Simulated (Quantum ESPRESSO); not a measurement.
## MgS (Niningerite): phonon frequency against volume, with a fit

Aim: the Grüneisen parameter and the pressure coefficient of an optical mode of MgS (Niningerite).

Program: Quantum ESPRESSO 7.5. Level of theory: DFT PBE, scalar-relativistic, plane waves, GBRV ultrasoft pseudopotentials. Results are calculated unless marked as measured.

**1. The relaxed structure**

The structure is cubic, space group Fm-3m (No. 225). The conventional cell has a = 5.228 Å, b = 5.228 Å, c = 5.228 Å, α = 90.00°, β = 90.00°, γ = 90.00°. Nearest to Mg lie 6 S at 2.61 Å. Nearest to S lie 6 Mg at 2.61 Å. Farther neighbours and most contacts between anions are not listed.

This is the cell after its relaxation at this level of theory, not the database cell from which that began.

**2. Runs at several volumes**

The relaxed cell is scaled uniformly; in this structure symmetry fixes all atoms, so nothing has to be relaxed anew. Each volume gets a ground state and a response at Γ. The mode followed is the highest one without the macroscopic field, of symmetry T1u; longitudinal polar modes lie higher. Cutoff 55 Ry, k mesh 8×8×8.

From the response at V/V₀ = 0.94:

What it wrote:

```text
[banners, grids, parts of the stress and lines that vanish by symmetry left out]
Program PHONON v.7.5
     Reading xml data from directory:

[...]
Exchange-correlation= PBE
                           (   1   4   3   4   0   0   0)
[...]
kinetic-energy cut-off    =      55.0000  Ry
     charge density cut-off    =     440.0000  Ry
     convergence threshold     =      1.0E-18
[...]
Exchange-correlation= PBE
                           (   1   4   3   4   0   0   0)
[...]
q = (   0.0000000   0.0000000   0.0000000 )
     49 Sym.Ops. (with q -> -q+G )
     G cutoff = 1043.7484  (  35341 G-vectors)     FFT grid: ( 45, 45, 45)
     G cutoff =  521.8742  (  12387 G-vectors)  smooth grid: ( 36, 36, 36)
     number of k points=    29
[...]
Mode symmetry, O_h (m-3m)  point group:
[...]
Dielectric constant
[...]
End of electric fields calculation
          Dielectric constant in cartesian axis
          (       5.467864982       0.000000000       0.000000000 )
          (       0.000000000       5.467864982      -0.000000000 )
          (       0.000000000      -0.000000000       5.467864982 )
          Effective charges (d Force / dE) in cartesian axis without acoustic sum rule applied (asr)
           atom    1  Mg    Mean Z*:        2.28824
      Ex  (        2.28824       -0.00000       -0.00000 )
      Ey  (       -0.00000        2.28824        0.00000 )
      Ez  (       -0.00000        0.00000        2.28824 )
           atom    2  S     Mean Z*:       -2.29709
      Ex  (       -2.29709        0.00000        0.00000 )
      Ey  (        0.00000       -2.29709        0.00000 )
      Ez  (       -0.00000        0.00000       -2.29709 )
          Effective charges Sum: Mean:       -0.00885
[...]
Effective charges (d Force / dE) in cartesian axis with asr applied:
           atom    1  Mg    Mean Z*:        2.29267
[...]
atom    2  S     Mean Z*:       -2.29267
[...]
Representation #   1 modes #   1   2   3
[...]
End of self-consistent calculation
     Convergence has been achieved
     Representation #   2 modes #   4   5   6
[...]
End of self-consistent calculation
     Convergence has been achieved
[...]
Dielectric constant in cartesian axis
          (       5.467864982       0.000000000       0.000000000 )
          (       0.000000000       5.467864982      -0.000000000 )
          (       0.000000000      -0.000000000       5.467864982 )
          Effective charges (d Force / dE) in cartesian axis without acoustic sum rule applied (asr)
           atom    1  Mg    Mean Z*:        2.28824
      Ex  (        2.28824       -0.00000       -0.00000 )
      Ey  (       -0.00000        2.28824        0.00000 )
      Ez  (       -0.00000        0.00000        2.28824 )
           atom    2  S     Mean Z*:       -2.29709
      Ex  (       -2.29709        0.00000        0.00000 )
      Ey  (        0.00000       -2.29709        0.00000 )
      Ez  (       -0.00000        0.00000       -2.29709 )
          Effective charges Sum: Mean:       -0.00885
[...]
Effective charges (d Force / dE) in cartesian axis with asr applied:
           atom    1  Mg    Mean Z*:        2.29267
[...]
atom    2  S     Mean Z*:       -2.29267
[...]
q = (    0.000000000   0.000000000   0.000000000 )
[...]
freq (    1) =       0.036575 [THz] =       1.220027 [cm-1]
     freq (    2) =       0.036575 [THz] =       1.220027 [cm-1]
     freq (    3) =       0.036575 [THz] =       1.220027 [cm-1]
     freq (    4) =       8.022666 [THz] =     267.607343 [cm-1]
     freq (    5) =       8.022666 [THz] =     267.607343 [cm-1]
     freq (    6) =       8.022666 [THz] =     267.607343 [cm-1]
[...]
Mode symmetry, O_h (m-3m)  point group:
     freq (   1-   3) =          1.2  [cm-1]   --> T_1u G_15  G_4- I
     freq (   4-   6) =        267.6  [cm-1]   --> T_1u G_15  G_4- I

   JOB DONE.
```

One volume, V/V₀ = 0.97, is held back as a test.

| V/V₀ | volume (Å³/atom) | pressure (GPa) | ω (cm⁻¹) |
| --- | --- | --- | --- |
| 0.94 | 16.787 | 5.23 | 267.61 |
| 0.97 | 17.323 | 2.43 | held back |
| 1 | 17.858 | 0.03 | 225.03 |
| 1.03 | 18.394 | -2.04 | 204.32 |
| 1.06 | 18.930 | -3.81 | 183.77 |

**3. The fit**

The mode Grüneisen parameter is γ = −d ln ω / d ln V.

| ln(V/V₀) | ln ω |
| --- | --- |
| -0.0619 | 5.5895 |
| 0.0000 | 5.4162 |
| 0.0296 | 5.3197 |
| 0.0583 | 5.2137 |

A straight line through these points has the slope -3.098, so γ = 3.10; at V/V₀ = 0.97 it predicts ω = exp(5.4049 + 0.0944) = 244.51 cm⁻¹.

A parabola of pressure against ln V through V/V₀ = 0.97, 1 and 1.03 gives the bulk modulus B = −dP/d ln V = 74 GPa at V₀. With ω₀ from the fitted line the pressure coefficient follows as dω/dP = γ ω₀ / B = 3.10 × 222.5 / 74 = 9.28 cm⁻¹/GPa.

**4. The run that was held back**

What it wrote:

```text
[banners, grids, parts of the stress and lines that vanish by symmetry left out]
[banner, memory and clock lines left out]
Program PHONON v.7.5

[...]
Exchange-correlation= PBE
                           (   1   4   3   4   0   0   0)
[...]
kinetic-energy cut-off    =      55.0000  Ry
     charge density cut-off    =     440.0000  Ry
     convergence threshold     =      1.0E-18
[...]
Exchange-correlation= PBE
                           (   1   4   3   4   0   0   0)
[...]
q = (   0.0000000   0.0000000   0.0000000 )
     49 Sym.Ops. (with q -> -q+G )
     G cutoff = 1065.8393  (  36325 G-vectors)     FFT grid: ( 48, 48, 48)
     G cutoff =  532.9197  (  12939 G-vectors)  smooth grid: ( 36, 36, 36)
     number of k points=    29
[...]
Mode symmetry, O_h (m-3m)  point group:
[...]
Dielectric constant
[...]
End of electric fields calculation
          Dielectric constant in cartesian axis
          (       5.461114820      -0.000000000      -0.000000000 )
          (      -0.000000000       5.461114820       0.000000000 )
          (      -0.000000000       0.000000000       5.461114820 )
          Effective charges (d Force / dE) in cartesian axis without acoustic sum rule applied (asr)
           atom    1  Mg    Mean Z*:        2.31790
      Ex  (        2.31790        0.00000       -0.00000 )
      Ey  (        0.00000        2.31790        0.00000 )
      Ez  (       -0.00000        0.00000        2.31790 )
           atom    2  S     Mean Z*:       -2.32624
      Ex  (       -2.32624        0.00000       -0.00000 )
[...]
Representation #   1 modes #   1   2   3
[...]
End of self-consistent calculation
     Convergence has been achieved
     Representation #   2 modes #   4   5   6
[...]
End of self-consistent calculation
     Convergence has been achieved
[...]
Dielectric constant in cartesian axis
          (       5.461114820      -0.000000000      -0.000000000 )
          (      -0.000000000       5.461114820       0.000000000 )
          (      -0.000000000       0.000000000       5.461114820 )
          Effective charges (d Force / dE) in cartesian axis without acoustic sum rule applied (asr)
           atom    1  Mg    Mean Z*:        2.31790
      Ex  (        2.31790        0.00000       -0.00000 )
      Ey  (        0.00000        2.31790        0.00000 )
      Ez  (       -0.00000        0.00000        2.31790 )
           atom    2  S     Mean Z*:       -2.32624
      Ex  (       -2.32624        0.00000       -0.00000 )
      Ey  (       -0.00000       -2.32624        0.00000 )
      Ez  (        0.00000        0.00000       -2.32624 )
          Effective charges Sum: Mean:       -0.00834
[...]
Effective charges (d Force / dE) in cartesian axis with asr applied:
           atom    1  Mg    Mean Z*:        2.32207
[...]
atom    2  S     Mean Z*:       -2.32207
[...]
q = (    0.000000000   0.000000000   0.000000000 )
[...]
freq (    1) =      -0.023421 [THz] =      -0.781237 [cm-1]
     freq (    2) =      -0.023421 [THz] =      -0.781237 [cm-1]
     freq (    3) =      -0.023421 [THz] =      -0.781237 [cm-1]
     freq (    4) =       7.377130 [THz] =     246.074576 [cm-1]
     freq (    5) =       7.377130 [THz] =     246.074576 [cm-1]
     freq (    6) =       7.377130 [THz] =     246.074576 [cm-1]
[...]
Mode symmetry, O_h (m-3m)  point group:
     freq (   1-   3) =         -0.8  [cm-1]   --> T_1u G_15  G_4- I
     freq (   4-   6) =        246.1  [cm-1]   --> T_1u G_15  G_4- I
```

It gives 246.07 cm⁻¹ against the predicted 244.51 cm⁻¹, a miss of 2 cm⁻¹.

**5. Results**

```yaml
mode_grueneisen_parameter: 3.098
bulk_modulus: 74.3 GPa
pressure_coefficient: 9.28 cm⁻¹/GPa
```

In words: The highest optical mode of MgS (Niningerite) without the LO-TO term stiffens by 9.28 cm⁻¹ a GPa near the relaxed volume, with γ = 3.10. The power law meets all 5 runs within 1.13 %; between neighbouring volumes γ runs from 2.67 to 3.69. Such a coefficient turns a measured shift of this mode into a hydrostatic stress; uniaxial or biaxial stress splits the mode and needs deformation potentials. These are harmonic values at zero temperature for the structure held cubic, which a run at Γ can't show to be stable; the bulk modulus rests on three points.

[Host names and launcher messages were left out of these logs when they were recorded.]

[Logs are printed without paths, hosts, clocks, repeated set-up lines and the standing remarks that a program may print on its own settings, such as how far it seeks lower states.]

[Hosts, paths, dates, database ids (printed as entryN), source tags and the programs' standing remarks are cut or masked in the printed files.]
